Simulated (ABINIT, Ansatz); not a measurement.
# ZrPbO3 (Pm-3m): modes at Γ and the response to a field, part 2 of 3

Wanted: the vibrations of ZrPbO3 (Pm-3m) at Γ, by two programs.

ABINIT 10.8.3; DFT LDA, scalar-relativistic, plane waves, PseudoDojo norm-conserving pseudopotentials.

So far. Step 3 (Self-consistent run for the response): The cell stands at -0.81 GPa: the relaxation ran with a smoothed and higher cutoff, and the difference is a stress of the finite basis. Step 5 (Zone-centre response): The acoustic modes at Γ come out as far as 1.6 cm⁻¹ from zero, where they should vanish, a small numerical error; the Born charges miss their sum rule by 0.017 e, which is good. The relaxed cell has a = 4.108 Å (conventional setting).

## (6) Zone-centre analysis

anaddb reads the merged derivatives, imposes the acoustic sum rule and charge neutrality, and adds the LO-TO term along chosen directions.

Input file anaddb.abi:

```
ddb_filepath "gamma_DDB"
output_file "anaddb.abo"
outdata_prefix "anaddb"
asr 1
chneut 1
enunit 2
eivec 1
nph1l 1
qph1l 0.0 0.0 0.0 1.0
dieflag 2
nph2l 3
qph2l 
    1.0 0.0 0.0 0.0
    0.0 0.0 1.0 0.0
    1.0 1.0 1.0 0.0
```

Input file mrgddb.in:

```
gamma_DDB
merged
2
dfpt_gammao_DS2_DDB
gso_DDB
```

On the command line:

```
$ mrgddb < mrgddb.in > mrgddb.log
$ OMP_NUM_THREADS=1 anaddb anaddb.abi > anaddb.log
```

anaddb.abo, the main output file:

```text
[banners, grids, parts of the stress and lines that vanish by symmetry left out]
-outvars_anaddb: echo values of input variables ----------------------

 Flags :
[...]
Dielectric Tensor and Effective Charges
[...]
Effective charge tensors after
[...]
Phonon wavevector (reduced coordinates) :  0.00000  0.00000  0.00000
 Phonon energies in Hartree :
[...]
Phonon energies in meV     :
- -1.757551E+01 -1.757551E+01 -1.757551E+01  0.000000E+00  0.000000E+00
-  0.000000E+00  3.674941E+00  3.674941E+00  3.674941E+00  1.897216E+01
-  1.897216E+01  1.897216E+01  7.165639E+01  7.165639E+01  7.165639E+01
 Phonon frequencies in cm-1    :
- -1.417560E+02 -1.417560E+02 -1.417560E+02  0.000000E+00  0.000000E+00
-  0.000000E+00  2.964040E+01  2.964040E+01  2.964040E+01  1.530208E+02
-  1.530208E+02  1.530208E+02  5.779477E+02  5.779477E+02  5.779477E+02
 Phonon frequencies in Thz     :
- -4.249738E+00 -4.249738E+00 -4.249738E+00  0.000000E+00  0.000000E+00
-  0.000000E+00  8.885967E-01  8.885967E-01  8.885967E-01  4.587449E+00
-  4.587449E+00  4.587449E+00  1.732644E+01  1.732644E+01  1.732644E+01
 Phonon energies in Kelvin  :
- -2.039553E+02 -2.039553E+02 -2.039553E+02  0.000000E+00  0.000000E+00
-  0.000000E+00  4.264592E+01  4.264592E+01  4.264592E+01  2.201628E+02
-  2.201628E+02  2.201628E+02  8.315379E+02  8.315379E+02  8.315379E+02
[...]
-  1  0.00000000E+00  0.00000000E+00  7.97259630E-04
-     0.00000000E+00  0.00000000E+00  0.00000000E+00
-  2  0.00000000E+00  0.00000000E+00 -3.64124835E-04
-     0.00000000E+00  0.00000000E+00  0.00000000E+00
-  3  0.00000000E+00  0.00000000E+00 -1.42817116E-03
-     0.00000000E+00  0.00000000E+00  0.00000000E+00
-  4  0.00000000E+00  0.00000000E+00 -3.41029758E-03
-     0.00000000E+00  0.00000000E+00  0.00000000E+00
-  5  0.00000000E+00  0.00000000E+00 -3.41029758E-03
-     0.00000000E+00  0.00000000E+00  0.00000000E+00
[...]
-  1  0.00000000E+00 -7.97259630E-04  0.00000000E+00
-     0.00000000E+00  0.00000000E+00  0.00000000E+00
-  2  0.00000000E+00  3.64124835E-04  0.00000000E+00
-     0.00000000E+00  0.00000000E+00  0.00000000E+00
-  3  0.00000000E+00  3.41029758E-03  0.00000000E+00
-     0.00000000E+00  0.00000000E+00  0.00000000E+00
-  4  0.00000000E+00  1.42817116E-03  0.00000000E+00
-     0.00000000E+00  0.00000000E+00  0.00000000E+00
-  5  0.00000000E+00  3.41029758E-03  0.00000000E+00
-     0.00000000E+00  0.00000000E+00  0.00000000E+00
[...]
-  1  7.97259630E-04  0.00000000E+00  0.00000000E+00
-     0.00000000E+00  0.00000000E+00  0.00000000E+00
-  2 -3.64124835E-04  0.00000000E+00  0.00000000E+00
-     0.00000000E+00  0.00000000E+00  0.00000000E+00
-  3 -3.41029758E-03  0.00000000E+00  0.00000000E+00
-     0.00000000E+00  0.00000000E+00  0.00000000E+00
-  4 -3.41029758E-03  0.00000000E+00  0.00000000E+00
-     0.00000000E+00  0.00000000E+00  0.00000000E+00
[...]
Phonon at Gamma, with non-analyticity in the
[...]
Phonon energies in Hartree :
[...]
Phonon energies in meV     :
- -1.757551E+01 -1.757551E+01  0.000000E+00  0.000000E+00  0.000000E+00
-  3.674941E+00  3.674941E+00  3.674941E+00  1.071711E+01  1.897216E+01
[...]
Phonon frequencies in cm-1    :
[...]
Phonon frequencies in Thz     :
[...]
Phonon energies in Kelvin  :
[...]
-  4.264592E+01  4.264592E+01  4.264592E+01  1.243669E+02  2.201628E+02
-  2.201628E+02  4.601742E+02  8.315379E+02  8.315379E+02  1.022316E+03
[...]
-  5  0.00000000E+00  0.00000000E+00 -1.25839513E-03
-     0.00000000E+00  0.00000000E+00  0.00000000E+00
[...]
-  1  0.00000000E+00  1.25839543E-03  0.00000000E+00
-     0.00000000E+00  0.00000000E+00  0.00000000E+00
-  2  0.00000000E+00  1.25839514E-03  0.00000000E+00
-     0.00000000E+00  0.00000000E+00  0.00000000E+00
-  3  0.00000000E+00  1.25839513E-03  0.00000000E+00
-     0.00000000E+00  0.00000000E+00  0.00000000E+00
-  4  0.00000000E+00  1.25839508E-03  0.00000000E+00
-     0.00000000E+00  0.00000000E+00  0.00000000E+00
-  5  0.00000000E+00  1.25839513E-03  0.00000000E+00
-     0.00000000E+00  0.00000000E+00  0.00000000E+00
[...]
Phonon at Gamma, with non-analyticity in the
[...]
Phonon energies in Hartree :
[...]
Phonon energies in meV     :
- -1.757551E+01 -1.757551E+01  0.000000E+00  0.000000E+00  0.000000E+00
-  3.674941E+00  3.674941E+00  3.674941E+00  1.071711E+01  1.897216E+01
-  1.897216E+01  3.965474E+01  7.165639E+01  7.165639E+01  8.809634E+01
 Phonon frequencies in cm-1    :
- -1.417560E+02 -1.417560E+02  0.000000E+00  0.000000E+00  0.000000E+00
[...]
Phonon frequencies in Thz     :
[...]
Phonon energies in Kelvin  :
[...]
Phonon at Gamma, with non-analyticity in the
[...]
Phonon energies in Hartree :
[...]
Phonon energies in meV     :
[...]
Phonon frequencies in cm-1    :
[...]
Phonon frequencies in Thz     :
[...]
Phonon energies in Kelvin  :
[...]
-  4.264592E+01  4.264592E+01  4.264592E+01  1.243669E+02  2.201628E+02
-  2.201628E+02  4.601742E+02  8.315379E+02  8.315379E+02  1.022316E+03
[...]
-  4  8.27345479E-04  2.93010671E-03 -2.80118988E-04
-     0.00000000E+00  0.00000000E+00  0.00000000E+00
-  5 -4.42999485E-03 -5.47226491E-04 -2.80118988E-04
-     0.00000000E+00  0.00000000E+00  0.00000000E+00
[...]
;  5 -3.16334306E-03 -2.35578743E-04 -2.35578743E-04
;     0.00000000E+00  0.00000000E+00  0.00000000E+00
-
```

Elapsed: 0.73 s, on 1 thread of Intel Xeon Platinum 8259CL at 2.50GHz (Skylake/Cascade Lake), shared host.

Numbers from this step:

* lowest optical zone-centre mode: -141.8 cm⁻¹
* highest mode moved by the LO-TO term: 710.5 cm⁻¹

No LO-TO term; unit eigenvectors of the mass-weighted matrix, from anaddb's displacements. Modes at Γ, with each element's share of the kinetic energy (negative means imaginary):

```
mode  frequency (cm⁻¹)  symmetry  Pb %  Zr %  O %
   1            -141.8       T1u    24     2   74
   2            -141.8       T1u    24     2   74
   3            -141.8       T1u    24     2   74
   4               0.0  acoustic    60    26   14
   5               0.0  acoustic    60    26   14
   6               0.0  acoustic    60    26   14
   7              29.6       T2u     0     0  100
   8              29.6       T2u     0     0  100
   9              29.6       T2u     0     0  100
  10             153.0       T1u    16    67   17
  11             153.0       T1u    16    67   17
  12             153.0       T1u    16    67   17
  13             577.9       T1u     0     5   95
  14             577.9       T1u     0     5   95
  15             577.9       T1u     0     5   95
```

Displacements in mode 1 (-141.8 cm⁻¹), the largest set to 1:
```
Pb1  0.00  0.00  0.23
Zr2  0.00  0.00 -0.11
O3   0.00  0.00 -0.42
O4   0.00  0.00 -1.00
O5   0.00  0.00 -1.00
```

Displacements in mode 13 (577.9 cm⁻¹), the largest set to 1:
```
Pb1  0.00  0.00  0.00
Zr2  0.00  0.00  0.10
O3   0.00  0.00 -1.00
O4   0.00  0.00  0.19
O5   0.00  0.00  0.19
```

With imaginary modes the relaxed-ion tensors have no meaning and are not tabulated.

The rule also moves an optical mode by 0.5 cm⁻¹.

## (7) Sum rules set otherwise (asr 0)

Without the rule the raw error of the acoustic modes shows.

Changes to anaddb.abi since step 6:

```diff
@@ -3,4 +3,4 @@
 outdata_prefix "anaddb"
-asr 1
-chneut 1
+asr 0
+chneut 0
 enunit 2
```

mrgddb.in is that of step 6.

anaddb.abo, the main output file:

```text
[banners, grids, parts of the stress and lines that vanish by symmetry left out]
-outvars_anaddb: echo values of input variables ----------------------

 Flags :
[...]
Dielectric Tensor and Effective Charges
[...]
Effective charge tensors after
[...]
Phonon wavevector (reduced coordinates) :  0.00000  0.00000  0.00000
 Phonon energies in Hartree :
[...]
Phonon energies in meV     :
- -1.756701E+01 -1.756701E+01 -1.756701E+01  1.955497E-01  1.955497E-01
-  1.955498E-01  3.735190E+00  3.735190E+00  3.735190E+00  1.897415E+01
-  1.897415E+01  1.897415E+01  7.165613E+01  7.165613E+01  7.165613E+01
 Phonon frequencies in cm-1    :
- -1.416875E+02 -1.416875E+02 -1.416875E+02  1.577215E+00  1.577215E+00
-  1.577215E+00  3.012634E+01  3.012634E+01  3.012634E+01  1.530368E+02
-  1.530368E+02  1.530368E+02  5.779457E+02  5.779457E+02  5.779457E+02
 Phonon frequencies in Thz     :
- -4.247685E+00 -4.247685E+00 -4.247685E+00  4.728372E-02  4.728372E-02
-  4.728372E-02  9.031648E-01  9.031648E-01  9.031648E-01  4.587928E+00
-  4.587928E+00  4.587928E+00  1.732638E+01  1.732638E+01  1.732638E+01
 Phonon energies in Kelvin  :
- -2.038567E+02 -2.038567E+02 -2.038567E+02  2.269260E+00  2.269261E+00
-  2.269261E+00  4.334507E+01  4.334507E+01  4.334507E+01  2.201858E+02
-  2.201858E+02  2.201858E+02  8.315349E+02  8.315349E+02  8.315349E+02
[...]
-  1  0.00000000E+00  0.00000000E+00 -7.97849178E-04
-     0.00000000E+00  0.00000000E+00  0.00000000E+00
-  2  0.00000000E+00  0.00000000E+00  3.64126577E-04
-     0.00000000E+00  0.00000000E+00  0.00000000E+00
-  3  0.00000000E+00  0.00000000E+00  1.42794239E-03
-     0.00000000E+00  0.00000000E+00  0.00000000E+00
-  4  0.00000000E+00  0.00000000E+00  3.40945207E-03
-     0.00000000E+00  0.00000000E+00  0.00000000E+00
-  5  0.00000000E+00  0.00000000E+00  3.40945207E-03
-     0.00000000E+00  0.00000000E+00  0.00000000E+00
[...]
-  1  0.00000000E+00  7.97849178E-04  0.00000000E+00
-     0.00000000E+00  0.00000000E+00  0.00000000E+00
-  2  0.00000000E+00 -3.64126577E-04  0.00000000E+00
-     0.00000000E+00  0.00000000E+00  0.00000000E+00
-  3  0.00000000E+00 -3.40945207E-03  0.00000000E+00
-     0.00000000E+00  0.00000000E+00  0.00000000E+00
-  4  0.00000000E+00 -1.42794239E-03  0.00000000E+00
-     0.00000000E+00  0.00000000E+00  0.00000000E+00
-  5  0.00000000E+00 -3.40945207E-03  0.00000000E+00
-     0.00000000E+00  0.00000000E+00  0.00000000E+00
[...]
-  1  7.97849178E-04  0.00000000E+00  0.00000000E+00
-     0.00000000E+00  0.00000000E+00  0.00000000E+00
-  2 -3.64126577E-04  0.00000000E+00  0.00000000E+00
-     0.00000000E+00  0.00000000E+00  0.00000000E+00
-  3 -3.40945207E-03  0.00000000E+00  0.00000000E+00
-     0.00000000E+00  0.00000000E+00  0.00000000E+00
-  4 -3.40945207E-03  0.00000000E+00  0.00000000E+00
-     0.00000000E+00  0.00000000E+00  0.00000000E+00
[...]
Phonon at Gamma, with non-analyticity in the
[...]
Phonon energies in Hartree :
[...]
Phonon energies in meV     :
- -1.756701E+01 -1.756701E+01  1.931908E-01  1.955497E-01  1.955497E-01
-  3.735190E+00  3.735190E+00  3.735190E+00  1.073332E+01  1.897415E+01
[...]
Phonon frequencies in cm-1    :
[...]
Phonon frequencies in Thz     :
[...]
Phonon energies in Kelvin  :
[...]
-  4.334507E+01  4.334507E+01  4.334507E+01  1.245550E+02  2.201858E+02
-  2.201858E+02  4.604947E+02  8.315349E+02  8.315349E+02  1.022548E+03
[...]
-  5  1.25550622E-03  0.00000000E+00  0.00000000E+00
-     0.00000000E+00  0.00000000E+00  0.00000000E+00
[...]
-  1  0.00000000E+00  0.00000000E+00  1.25801397E-03
-     0.00000000E+00  0.00000000E+00  0.00000000E+00
-  2  0.00000000E+00  0.00000000E+00  1.25882895E-03
-     0.00000000E+00  0.00000000E+00  0.00000000E+00
-  3  0.00000000E+00  0.00000000E+00  1.25901791E-03
-     0.00000000E+00  0.00000000E+00  0.00000000E+00
-  4  0.00000000E+00  0.00000000E+00  1.25931604E-03
-     0.00000000E+00  0.00000000E+00  0.00000000E+00
-  5  0.00000000E+00  0.00000000E+00  1.25931604E-03
-     0.00000000E+00  0.00000000E+00  0.00000000E+00
[...]
Phonon at Gamma, with non-analyticity in the
[...]
Phonon energies in Hartree :
[...]
Phonon energies in meV     :
- -1.756701E+01 -1.756701E+01  1.931908E-01  1.955497E-01  1.955498E-01
-  3.735190E+00  3.735190E+00  3.735190E+00  1.073332E+01  1.897415E+01
-  1.897415E+01  3.968236E+01  7.165613E+01  7.165613E+01  8.811635E+01
 Phonon frequencies in cm-1    :
- -1.416875E+02 -1.416875E+02  1.558189E+00  1.577215E+00  1.577215E+00
[...]
Phonon frequencies in Thz     :
[...]
Phonon energies in Kelvin  :
[...]
Phonon at Gamma, with non-analyticity in the
[...]
Phonon energies in Hartree :
[...]
Phonon energies in meV     :
[...]
Phonon frequencies in cm-1    :
[...]
Phonon frequencies in Thz     :
[...]
Phonon energies in Kelvin  :
[...]
-  4.334507E+01  4.334507E+01  4.334507E+01  1.245550E+02  2.201858E+02
-  2.201858E+02  4.604947E+02  8.315349E+02  8.315349E+02  1.022548E+03
[...]
-  4  8.27420878E-04  2.93008642E-03 -2.80144708E-04
-     0.00000000E+00  0.00000000E+00  0.00000000E+00
-  5 -4.42996573E-03 -5.47276170E-04 -2.80144708E-04
-     0.00000000E+00  0.00000000E+00  0.00000000E+00
[...]
;  5 -3.16331783E-03 -2.36867895E-04 -2.36867895E-04
;     0.00000000E+00  0.00000000E+00  0.00000000E+00
-
```

Elapsed: 0.65 s, on 1 thread.

Read from the output:

- lowest optical zone-centre mode: -141.7 cm⁻¹

Zone-centre frequencies as printed; negative means imaginary. Modes:

```
mode  frequency (cm⁻¹)
   1            -141.7
   2            -141.7
   3            -141.7
   4              1.58
   5              1.58
   6              1.58
   7             30.13
   8             30.13
   9             30.13
  10               153
  11               153
  12               153
  13               578
  14               578
  15               578
```

With imaginary modes the relaxed-ion tensors have no meaning and are not tabulated.

[end of part 2 of 3]

[Host names and launcher messages were left out of these logs when they were recorded.]

[Logs are printed without paths, hosts, clocks, repeated set-up lines and the standing remarks that a program may print on its own settings, such as how far it seeks lower states.]

[Hosts, paths, dates, database ids (printed as entryN), source tags and the programs' standing remarks are cut or masked in the printed files.]
